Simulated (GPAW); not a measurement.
## Conductance along a series: segments of Pd in an Ag chain: junction, 14 atoms: segment atoms = 2

GPAW 26.7.0; GPAW LCAO, PAW setups; Landauer transmission from Green's functions with principal layers (ASE), zero bias.

run.py reads:

```python
import json
import numpy as np
from ase import Atoms
from ase.transport.calculators import TransportCalculator
from gpaw import GPAW, FermiDirac
from gpaw.lcao.tools import get_lcao_hamiltonian
from scipy.linalg import eigh

# The junction with lead layers at both ends, along the third cell vector
device = Atoms(
    ['Ag', 'Ag', 'Ag', 'Ag', 'Ag', 'Ag', 'Pd', 'Pd', 'Ag', 'Ag', 'Ag', 'Ag', 'Ag', 'Ag'],
    positions=[
        [4.50000, 4.50000, 1.33000],
        [4.50000, 4.50000, 3.99000],
        [4.50000, 4.50000, 6.65000],
        [4.50000, 4.50000, 9.31000],
        [4.50000, 4.50000, 11.97000],
        [4.50000, 4.50000, 14.63000],
        [4.50000, 4.50000, 17.18570],
        [4.50000, 4.50000, 19.68570],
        [4.50000, 4.50000, 22.24140],
        [4.50000, 4.50000, 24.90140],
        [4.50000, 4.50000, 27.56140],
        [4.50000, 4.50000, 30.22140],
        [4.50000, 4.50000, 32.88140],
        [4.50000, 4.50000, 35.54140]],
    cell=[[9.0, 0.0, 0.0], [0.0, 9.0, 0.0], [0.0, 0.0, 36.8714]],
    pbc=True)

# One principal layer of the lead: the first 4 atoms of the device
lead = Atoms(
    ['Ag', 'Ag', 'Ag', 'Ag'],
    positions=[
        [4.50000, 4.50000, 1.33000],
        [4.50000, 4.50000, 3.99000],
        [4.50000, 4.50000, 6.65000],
        [4.50000, 4.50000, 9.31000]],
    cell=[[9.0, 0.0, 0.0], [0.0, 9.0, 0.0], [0.0, 0.0, 10.64]],
    pbc=True)

settings = dict(mode='lcao', basis='dzp', xc='LDA', h=0.2,
                occupations=FermiDirac(0.1), maxiter=250,
                mixer=dict(beta=0.1, nmaxold=8, weight=100.0),
                convergence=dict(density=0.0001))
energies = np.arange(-2, 2 + 1e-9, 0.05)
eta = 0.0001
n1, n2 = 1, 1
# k and -k transmit alike, so half of the mesh across the current serves
mesh = [(i, j) for i in range(n1) for j in range(n2) if (i, j) <= (-i % n1, -j % n2)]
weights = np.array([1 if (i, j) == (-i % n1, -j % n2) else 2 for i, j in mesh]) / (n1 * n2)

# [... helper functions left out ...]
fermi_lead = ground_state(lead, (1, 1, 11), 'lead.txt')
fermi_device = ground_state(device, (1, 1, 2), 'device.txt')
# [... loop over the mesh left out, but for ...]
        # Shift the lead onto the potential of the device's first layer
        shift = ((H[:, 0, 0] - H0[:, 0, 0]) / S0[0, 0]).real.mean()
# [...]
kT = 8.617333e-5 * 200
bias = [0.1, 0.2, 0.5, 1.0, 1.5, 2.0]
# [... integrals and printing left out ...]
```

On the command line:

```console
$ OMP_NUM_THREADS=1 OPENBLAS_NUM_THREADS=1 python run.py
```

**Question.** What does this run give for the conductance; and current through one cell, from the zero-bias transmission against bias?

Current over bias at the lowest bias computed gives the conductance there: 75.5 μS, or 0.975 G₀ with G₀ = 2e²/h = 77.5 μS.

Numbers from this step:

```
conductance                                 : 0.9780 G₀
thermopower                                 : -2.118 μV/K
largest misfit of the first principal layer : 0.009126 eV
shift that aligns the lead                  : 0.002626 eV
basis functions of the junction             : 378
transmission at the Fermi level (one spin)  : 0.9830
```

One spin. Table of transmission, zone mean by energy, zero at the Fermi level:

energy (eV), transmission, zone mean and a bar from the least value:
```
    -2.00       1.13 #############################
    -1.85       1.15 ##############################
    -1.70       1.09 ############################
    -1.60       0.98 #########################
    -1.45       0.00 
    -1.30       0.00 
    -1.15       0.00 
    -1.05       0.00 
    -0.90       0.00 
    -0.75       0.00 
    -0.60       0.00 
    -0.50       0.00 
    -0.35       0.01 
    -0.20       0.44 ############
    -0.05       0.96 #########################
     0.00       0.98 ##########################
     0.05       0.99 ##########################
     0.20       1.00 ##########################
     0.35       1.00 ##########################
     0.50       1.00 ##########################
     0.60       1.00 ##########################
     0.75       0.99 ##########################
     0.90       0.99 ##########################
     1.05       0.99 ##########################
     1.15       0.99 ##########################
     1.30       0.99 ##########################
     1.45       0.99 ##########################
     1.60       0.99 ##########################
     1.70       0.99 ##########################
     1.85       0.99 ##########################
     2.00       1.00 ##########################
```

Not self-consistent under bias; the bias window is split evenly. Table of current through one cell, from the zero-bias transmission by bias:

```tsv
bias (V)	current through one cell, from the zero-bias transmission (μA)
0.100	7.55
0.200	14.9
0.500	32.9
1.000	52.9
1.500	72.2
2.000	91.5
```

Transmission of the three most open eigenchannels against energy, zero at the Fermi level:

```tsv
energy (eV)	channel 1	channel 2	channel 3
-2.00	0.855	0.136	0.136
-1.90	0.883	0.134	0.134
-1.80	0.913	0.118	0.118
-1.70	0.944	0.0731	0.0731
-1.55	0.993	4.3e-8	2.5e-11
-1.45	5.0e-8	4.5e-8	9.4e-12
-1.35	4.5e-8	3.7e-12	1.9e-12
-1.25	4.7e-8	3.2e-12	0
-1.15	4.9e-8	1.2e-12	0
-1.05	4.1e-6	5.6e-11	2.1e-11
-0.90	0.00244	3.6e-9	0
-0.80	0.00107	6.2e-9	2.2e-12
-0.70	3.3e-4	2.0e-9	0
-0.60	7.0e-6	3.9e-7	6.4e-12
-0.50	5.7e-12	0	0
-0.40	0.00185	2.3e-8	3.7e-12
-0.25	0.186	3.8e-8	4.2e-12
-0.15	0.722	4.0e-8	4.2e-12
-0.05	0.958	4.1e-8	4.2e-12
0.00	0.983	4.1e-8	4.2e-12
0.05	0.992	4.1e-8	4.2e-12
0.15	0.997	4.2e-8	4.2e-12
0.25	0.997	4.2e-8	4.2e-12
0.40	0.997	4.3e-8	4.2e-12
0.50	0.996	4.3e-8	4.2e-12
0.60	0.996	4.3e-8	4.2e-12
0.70	0.995	4.3e-8	4.2e-12
0.80	0.994	4.4e-8	4.2e-12
0.90	0.994	4.4e-8	4.2e-12
1.05	0.993	4.4e-8	4.1e-12
1.15	0.993	4.4e-8	4.1e-12
1.25	0.993	4.5e-8	4.1e-12
1.35	0.993	4.5e-8	4.1e-12
1.45	0.993	4.5e-8	4.1e-12
1.55	0.993	4.5e-8	4.1e-12
1.70	0.993	4.5e-8	4.1e-12
1.80	0.994	4.5e-8	4.1e-12
1.90	0.994	4.5e-8	4.1e-12
2.00	0.995	4.5e-8	4.0e-12
```

[Logs are printed without paths, hosts, clocks, repeated set-up lines and the standing remarks that a program may print on its own settings, such as how far it seeks lower states.]

[Hosts, paths, dates, database ids (printed as entryN), source tags and the programs' standing remarks are cut or masked in the printed files.]
